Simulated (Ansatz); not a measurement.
# BaTiO3 (Pm-3m): spin-orbit coupling beyond the local functionals

Aim: the spin-orbit change of the gap of BaTiO3 (Pm-3m).

Program: Ansatz 0.2.0. Level of theory: density functionals with and without spin-orbit coupling, plane waves, PAW. Results are calculated unless marked as measured.

**What was measured.**

- Gap 3.28 eV: optical gap from first-derivative diffuse reflectance spectrum; UV-vis diffuse reflectance; powder (commercial cubic reference powder, crystallite size 31.8 nm) (“Influence of Rapid Heat Treatment on the Photocatalytic Activity and Stability of Barium Titanates Against a Broad Range of Pollutants”, 2024, pmc:11596716).

- Gap 3.2 eV: optical gap from first-derivative diffuse reflectance spectrum; UV-vis diffuse reflectance; powder (“Influence of Rapid Heat Treatment on the Photocatalytic Activity and Stability of Barium Titanates Against a Broad Range of Pollutants”, 2024, pmc:11596716).

In doubt: the elements are of a kind flagged for part-filled d or f shells, though by formal charges that shell is empty here, so the flag may not apply.

### Step 1. The structure

Symmetry: Pm-3m, No. 221, cubic system. The conventional cell has a = 4.006 Å, b = 4.006 Å, c = 4.006 Å, α = 90.00°, β = 90.00°, γ = 90.00°. Nearest to Ba lie 12 O at 2.83 Å. Ti has 6 O at 2.00 Å nearest. Nearest to O lie 2 Ti at 2.00 Å and 4 Ba at 2.83 Å. Farther neighbours and most contacts between anions are not listed.

The cell and positions come from the Crystallography Open Database and are kept as given unless a step says otherwise. Spin-orbit coupling is left out unless a step names it. The default PAW set here is soft_2. Its files were made with PBE.

### Step 2. HSE06, 4×4×4 mesh

This step: DFT, HSE06, plane waves, PAW.

The input, input.yaml:

```yaml
crystal:
  lattice:
    - [4.006, 0.0, 0.0]
    - [0.0, 4.006, 0.0]
    - [0.0, 0.0, 4.006]
  atoms:
    - { symbol: Ba, position: [0.5, 0.5, 0.5] }
    - { symbol: Ti, position: [0.0, 0.0, 0.0] }
    - { symbol: O, position: [0.5, 0.0, 0.0] }
    - { symbol: O, position: [0.0, 0.5, 0.0] }
    - { symbol: O, position: [0.0, 0.0, 0.5] }
kpoints:
  mp_grid: { grid: [4, 4, 4] }
  band_path:
    path: [[0.0, 0.0, 0.0], [0.0, 0.5, 0.0], [0.5, 0.5, 0.0], [0.5, 0.5, 0.5]]
    npoints: 1
hamiltonian:
  xc: hse06
scf:
  occupations: { method: fixed }
  n_extra_bands: 5
output:
  eigenvalues: true
```

Command:

```sh
ansatz run input.yaml --threads 3 --pin off --max-ram 92160MiB --backend cuda --events-out ev --progress --plain --runs-dir out --devices 1 --max-vram 13GiB
```

Numbers of over 12 decimals in the logs are rounded to 6 here.

Output:

```text
scf.n_extra_bands = 5 over 20 filled bands (N_el = 40.0): the run solves 25 bands
GPUs: using 1 of 1 available (devices: 1).
Engine: ansatz 0.2.0, x86_64-unknown-linux-gnu
Pseudopotentials: kind: paw
Pseudopotential: Ba, paw, valence charge 10, recommended cutoff 420 eV (normal), Ba.paw.azcp
Pseudopotential: Ti, paw, valence charge 12, recommended cutoff 420 eV (normal), Ti.paw.azcp
Pseudopotential: O, paw, valence charge 6, recommended cutoff 420 eV (normal), O.paw.azcp
Functional definition: HSE06
  parameter a = 0.25
  parameter omega = 0.11/bohr
  exchange = pbe_x - a*pbe_x_sr(omega) + a*exact_x_sr(omega)
  correlation = pbe_c
davidson cushion auto → on  (no smearing: the cushion is to keep the highest requested band from converging to the state above it; pin scf.eigensolver.cushion to override)
device memory: the entry about to start is reckoned to put 0.6 GiB on a device that reports 35.1 GiB free (of which the cap on the GPU budget leaves the run 13.0 GiB)
GPU FFT provider: cuFFT
GPU libraries: cuBLAS 13.8.2, cuFFT 12.4.0, cuSOLVER 12.3.4
Crystal: 5 atoms, lattice volume = 64.288 Å³
Basis set: ecut = 420 eV, 1237 PW (Γ)
Bands: 25, of which v1, the nominal top of the filled ones, is band 20 counted from 1 (19 counted from 0)
Symmetry: 48 space group operations
Space group: Pm-3m (ITA 221), of the structure as read, at distance tolerance 4.0e-5 Å
k-points: 10 of 64
Non-local potential: Ba, projectors of the file, l = 0: 3, l = 1: 2, l = 2: 2, l = 3: 2
Non-local potential: Ti, projectors of the file, l = 0: 3, l = 1: 2, l = 2: 3, l = 3: 1
Non-local potential: O, projectors of the file, l = 0: 2, l = 1: 2, l = 2: 1
PAW form: soft (Blöchl's): semilocal exchange-correlation on the pseudo side does not see the compensation charge
PAW frozen core: Ba, regenerated for the run's functional, and the local potential with it (the file was generated under x = pbe(κ = 0.804, μ = 0.219515), c = pbe(β = 0.066725))
PAW frozen core: Ti, regenerated for the run's functional, and the local potential with it (the file was generated under x = pbe(κ = 0.804, μ = 0.219515), c = pbe(β = 0.066725))
PAW frozen core: O, regenerated for the run's functional, and the local potential with it (the file was generated under x = pbe(κ = 0.804, μ = 0.219515), c = pbe(β = 0.066725))
PAW one-centre angular grid: Ba, 194 points (default); XC on 64 Gauss nodes
PAW one-centre angular grid: Ti, 590 points (default); XC on 64 Gauss nodes
PAW one-centre angular grid: O, 110 points (default); XC on 96 Gauss nodes
Initial density: superposition of atomic densities (neutral atoms: chi_scale 0, normalization atom), corrected by the library's trained network
Initial wavefunctions: pseudopotential atomic-orbital guess
GPU buffer pool allocated for 19683 grid points (all kernels)
[...]
GPU transforms: local potential and band sums: pruned to the plane-wave sphere, on 27×27×27
Exchange kernel: α = 0.2500, screened, ω = 0.2079 Å⁻¹, Wigner–Seitz truncation, v(0) = 1034.9498 eV·Å³, q-mesh 4×4×4, nearest image of the exchange supercell L = 16.02 Å, pair-density grid 20×20×20, without the augmentation charges, whose exchange is taken in its separable form by FFT convolution over the k-point mesh (sized by the pseudopotential files, 27×27×27 at the most), smooth part of the exact exchange by density-matrix convolution in up to 2.44 GiB of GPU memory as planned if the GPU has room (build and FFT work areas not counted)
Frozen-core exchange: fock
SCF iter   1: F=—  HF=-10163.423062 eV  |F-HF|=—  |Δ(HF+E_count)|=         —  Δρ=4.72e-5  dr2=7.71e-7  ethr=1.21e-6  ⟨swp⟩=3.0  Hψ=584  notcnv=0
preconditioner: auto → none  [insulator: Δε(μ)=3.182 eV  Ē_g=13.892 eV  n_scr=18 (ndim 8)  ℏωp=26.2 eV  f_vac=0.000]
SCF iter   2: F=—  HF=-10163.423067 eV  |F-HF|=—  |Δ(HF+E_count)|=   5.44e-6  Δρ=3.32e-5  dr2=2.47e-7  ethr=1.28e-9  ⟨swp⟩=6.3  Hψ=1138  notcnv=0
SCF iter   3: F=-10163.423067 eV  HF=-10163.423067 eV  |F-HF|=1.26e-8  |Δ(HF+E_count)|=   5.32e-8  Δρ=1.39e-5  dr2=5.64e-8  ethr=5.51e-10  ⟨swp⟩=2.2  Hψ=552  notcnv=0
SCF 3 converged in 3 iterations: F = -10163.423067 eV  dr2 = 5.64e-8
hybrid outer 2: dexx = +1.789e-6 eV, tail = 1.90e-7 eV, Δε = 2.64e-3 eV (about 1.30e-4 eV left of the loop's levels)
device memory: the entry about to start is reckoned to put 0.4 GiB on a device that reports 34.8 GiB free (of which the cap on the GPU budget leaves the run 13.0 GiB)
NSCF: frozen V_eff on 4 k-points
hybrid SCF converged: 2 outer / 10 inner (+3 warm-up), last move |dexx| = 1.79e-6 eV, tail = 1.90e-7 eV
Stability not checked: this state was not tested for a lower state beside it, because the functional holds exact exchange (a hybrid, or Hartree-Fock), whose exchange loop this test does not read (fock_operator; see scf.lower_state_search)
Free energy (F): -10163.423067 eV
Frozen-core exchange: fock
Harris-Foulkes:  -10163.423067 eV  (|F-HF|=1.26e-8)
Internal energy: -10163.423067 eV  (E = F + TS)
E sigma→0 (E₀):  -10163.423067 eV
Fermi energy:    9.247644 eV
--- Per-component energies (eV) ---
  E_band       = -225.103206
  E_kinetic    = 971.358573
  E_local      = -2083.810337  (includes V_loc(G=0)·N_el)
  E_nonlocal   = 196.112119
  E_hartree    = 810.608019
  E_xc         = -395.242257
  E_vxc        = -436.286140  (∫ρ·V_xc dr)
  E_exx        = -116.919063  (= α·E_x^exact, valence–valence)
  E_paw        = -6726.731048  (= ΣΔE_a)
  E_vpaw       = -259.863698  (= ΣTr[D̂ρ^β])
  E_aug_tail   = 0.007276  (compensation charges beyond the density's cutoff)
  E_ewald      = -2818.406203
  E_core_change = -0.400145  (= ΣΔE_core)
  E_smearing   = -0.000000  (= −TS)
  E_closure    = -0.000000  (closes the sum)
  Σ components = -10163.423067   (vs F -10163.423067, Δ=1.82e-12)
--- Band table (eV; the first three rows and the last of 10) ---
  k-point 0: bands = [... 16 lower, 8.0600, 9.1551, 9.1551, 9.1551, 12.4299, 12.4299, 12.4299, 14.5312, ... 1 higher]
  k-point 1: bands = [... 16 lower, 7.6576, 7.9805, 8.8008, 8.8008, 12.5010, 13.4420, 13.4420, 14.5353, ... 1 higher]
  k-point 2: bands = [... 16 lower, 7.3422, 7.3422, 8.5215, 8.5215, 12.5753, 14.3261, 14.3261, 14.5389, ... 1 higher]
  k-point 9: bands = [... 16 lower, 6.7723, 9.2476, 9.2476, 9.2476, 15.1268, 15.1268, 15.1268, 17.6580, ... 1 higher]
```

Elapsed: 18 s, on 1 × NVIDIA H100 80GB HBM3 (shared by 6 runs) with 3 threads of AMD EPYC 7R13 (Zen 3), shared host; peak memory 1.1 GiB; 20 s of CPU time.

In the SCF lines HF is the Harris–Foulkes energy and dr2 the Hartree energy of the density residual, in eV; the loop may stop once dr2 is under the threshold and the program's other checks hold. Hψ counts applications of the Hamiltonian.

Numbers from this step:

* gap: 3.182 eV
* valence top at: R
* conduction bottom at: Γ
* least direct gap: 3.275 eV
* exact-exchange fraction: 0.25

The gap is indirect, with the least direct gap 0.09 eV higher.

### Step 3. HSE06+SOC, 4×4×4 mesh

Spin-orbit coupling can split or shift the edges; a non-collinear run measures by how much.

This step: DFT, HSE06 with spin-orbit coupling, plane waves, PAW.

input.yaml: that of step 2 with these lines changed.

```diff
@@ -20,3 +20,6 @@
   occupations: { method: fixed }
-  n_extra_bands: 5
+  n_extra_bands: 10
+magnetization:
+  noncollinear: true
+  spin_orbit: true
 output:
```

Output:

```text
[...]
GPUs: using 1 of 1 available (devices: 1).
[...]
non-collinear run that drives no moment, with spin-orbit: no starting moment large enough to seed its density (crystal.atoms[].spin), no starting occupations that ask for one, no magnetisation constraint and no magnetic field, so the semilocal B_xc is pinned to zero
[...]
GPU FFT provider: cuFFT
GPU libraries: cuBLAS 13.8.2, cuFFT 12.4.0, cuSOLVER 12.3.4
Crystal: 5 atoms, lattice volume = 64.288 Å³
Basis set: ecut = 420 eV, 1237 PW (Γ)
Bands: 50, of which v1, the nominal top of the filled ones, is band 40 counted from 1 (39 counted from 0)
Symmetry: 48 space group operations + 48 with time reversal
[...]
k-points: 10 of 64
Projection manifold: j_resolved (fully-relativistic pseudo-atomic orbitals)
[...]
GPU buffer pool allocated for 19683 grid points (all kernels)
[...]
SCF iter   1: F=—  HF=-10164.508216 eV  |F-HF|=—  |Δ(HF+E_count)|=         —  Δρ=4.96e-2  dr2=1.80e0  dr2_m=0.00e0 (ungated)  ethr=1.00e-1  |M|=0.00e0 ∫|m|=0.00e0 μB  |m|>n=0.0e0 m-floor=0.0e0 τ_xc=0.0e0  β_m=0.30  ⟨swp⟩=4.0  Hψ=1830  notcnv=0
[...]
SCF iter   6: F=-10164.384707 eV  HF=-10164.384731 eV  |F-HF|=2.43e-5  |Δ(HF+E_count)|=   1.18e-3  Δρ=3.45e-4  dr2=5.56e-5  dr2_m=0.00e0 (ungated)  ethr=3.62e-6  |M|=0.00e0 ∫|m|=0.00e0 μB  |m|>n=0.0e0 m-floor=0.0e0 τ_xc=0.0e0  ⟨swp⟩=4.5  Hψ=1602  notcnv=0  defer=2
SCF 1 stopped early in 6 iterations: F = -10164.384707 eV  dr2 = 5.56e-5
[...]
GPU FFT provider: cuFFT
GPU libraries: cuBLAS 13.8.2, cuFFT 12.4.0, cuSOLVER 12.3.4
Projection manifold: j_resolved (fully-relativistic pseudo-atomic orbitals)
[...]
GPU buffer pool allocated for 19683 grid points (all kernels)
[...]
Frozen-core exchange: fock
SCF iter   1: F=—  HF=-10161.870018 eV  |F-HF|=—  |Δ(HF+E_count)|=         —  Δρ=2.94e-2  dr2=8.52e-1  dr2_m=0.00e0 (ungated)  ethr=1.39e-6  |M|=0.00e0 ∫|m|=0.00e0 μB  |m|>n=0.0e0 m-floor=0.0e0 τ_xc=0.0e0  β_m=0.30  ⟨swp⟩=8.4  Hψ=3020  notcnv=0
[...]
SCF iter   7: F=-10161.683840 eV  HF=-10161.683852 eV  |F-HF|=1.21e-5  |Δ(HF+E_count)|=   1.70e-4  Δρ=1.56e-4  dr2=1.75e-5  dr2_m=0.00e0 (ungated)  ethr=4.51e-7  |M|=0.00e0 ∫|m|=0.00e0 μB  |m|>n=0.0e0 m-floor=0.0e0 τ_xc=0.0e0  ⟨swp⟩=4.0  Hψ=1514  notcnv=0
SCF 2 stopped early in 7 iterations: F = -10161.683840 eV  dr2 = 1.75e-5
hybrid outer 1: dexx = +3.047e-2 eV, tail = 1.33e-4 eV
GPU FFT provider: cuFFT
GPU libraries: cuBLAS 13.8.2, cuFFT 12.4.0, cuSOLVER 12.3.4
Projection manifold: j_resolved (fully-relativistic pseudo-atomic orbitals)
GPU buffer pool allocated for 19683 grid points (all kernels)
[...]
Frozen-core exchange: fock
SCF iter   1: F=—  HF=-10161.682809 eV  |F-HF|=—  |Δ(HF+E_count)|=         —  Δρ=7.77e-5  dr2=1.73e-6  dr2_m=0.00e0 (ungated)  ethr=1.66e-6  |M|=0.00e0 ∫|m|=0.00e0 μB  |m|>n=0.0e0 m-floor=0.0e0 τ_xc=0.0e0  β_m=0.30  ⟨swp⟩=3.0  Hψ=1168  notcnv=0
[...]
SCF iter   4: F=-10161.682815 eV  HF=-10161.682815 eV  |F-HF|=5.76e-9  |Δ(HF+E_count)|=   5.73e-8  Δρ=3.46e-6  dr2=2.83e-8  dr2_m=0.00e0 (ungated)  ethr=3.45e-10  |M|=0.00e0 ∫|m|=0.00e0 μB  |m|>n=0.0e0 m-floor=0.0e0 τ_xc=0.0e0  ⟨swp⟩=3.1  Hψ=1144  notcnv=0
SCF 3 converged in 4 iterations: F = -10161.682815 eV  dr2 = 2.83e-8
[...]
NSCF: frozen V_eff on 4 k-points
[...]
Magnetization: |M| = 0.0000 μB,  M = (+0.0000, +0.0000, +0.0000) μB
Absolute magnetization: 0.0000 μB (∫|m|)
  site 0: m = (+0.0000, +0.0000, +0.0000) μB, |m| = 0.0000 μB  (R = 1.17 Å)
  site 1: m = (+0.0000, +0.0000, +0.0000) μB, |m| = 0.0000 μB  (R = 0.83 Å)
  site 2: m = (+0.0000, +0.0000, +0.0000) μB, |m| = 0.0000 μB  (R = 0.83 Å)
  site 3: m = (+0.0000, +0.0000, +0.0000) μB, |m| = 0.0000 μB  (R = 0.83 Å)
  site 4: m = (+0.0000, +0.0000, +0.0000) μB, |m| = 0.0000 μB  (R = 0.83 Å)
Free energy (F): -10161.682815 eV
Frozen-core exchange: fock
[...]
Internal energy: -10161.682815 eV  (E = F + TS)
E sigma→0 (E₀):  -10161.682815 eV
Fermi energy:    9.253829 eV
[...]
--- Band table (eV; the first three rows and the last of 10) ---
  k-point 0: bands = [... 36 lower, 9.2107, 9.2107, 9.2107, 9.2107, 12.4173, 12.4173, 12.4173, 12.4173, ... 6 higher]
  k-point 1: bands = [... 36 lower, 8.7640, 8.7640, 8.8415, 8.8415, 12.4995, 12.4995, 13.4283, 13.4283, ... 6 higher]
  k-point 2: bands = [... 36 lower, 8.4996, 8.4996, 8.5411, 8.5411, 12.5738, 12.5738, 14.3110, 14.3110, ... 6 higher]
  k-point 9: bands = [... 36 lower, 9.2538, 9.2538, 9.2538, 9.2538, 15.1202, 15.1202, 15.1202, 15.1202, ... 6 higher]
```

Run time: 39 s. Hardware: 1 × NVIDIA H100 80GB HBM3 (shared by 6 runs) with 3 threads; peak memory 1.7 GiB.

This step gave:

```
gap                     : 3.163 eV
valence top at          : R
conduction bottom at    : Γ
least direct gap        : 3.207 eV
exact-exchange fraction : 0.25
```

The gap stands −0.02 eV against HSE06.

### Step 4. Together

Times are wall times on 1 × NVIDIA H100 80GB HBM3 (shared by 6 runs) with 3 threads of AMD EPYC 7R13 (Zen 3), shared host, good to a factor of about two.

```
level  gap (eV)  with coupling (eV)  change (eV)  time  with coupling
HSE06      3.18                3.16        −0.02  18 s           39 s
```

### Step 5. What came out

```yaml
hse06: 3.18 eV
hse06_soc: 3.16 eV
```

Spin-orbit coupling changes the gap by −0.02 eV and the least direct gap by −0.07 eV. Against experiment, by HSE06+SOC: the gap of 3.16 eV lies −0.12 eV from the measured 3.28 eV (optical, 2024); the gap of 3.16 eV lies −0.04 eV from the measured 3.2 eV (optical, 2024). An exciton line or allowed optical edge lies below the quasiparticle gap by the binding energy; a forbidden edge can push the onset above it. The lattice is static and excitons are left out.

[Paths, hosts, dates, memory and timing lines, banners, echoed tables and standing remarks are left out of the program output.]

[Logs are printed without paths, hosts, clocks, repeated set-up lines and the standing remarks that a program may print on its own settings, such as how far it seeks lower states.]

[Runs of the session that timed out or met a known fault of the program may be left out.]

[Cells called generated may have been cut or substituted from an entry of the Crystallography Open Database or the Materials Project.]

[Hosts, paths, dates, database ids (printed as entryN), source tags and the programs' standing remarks are cut or masked in the printed files.]
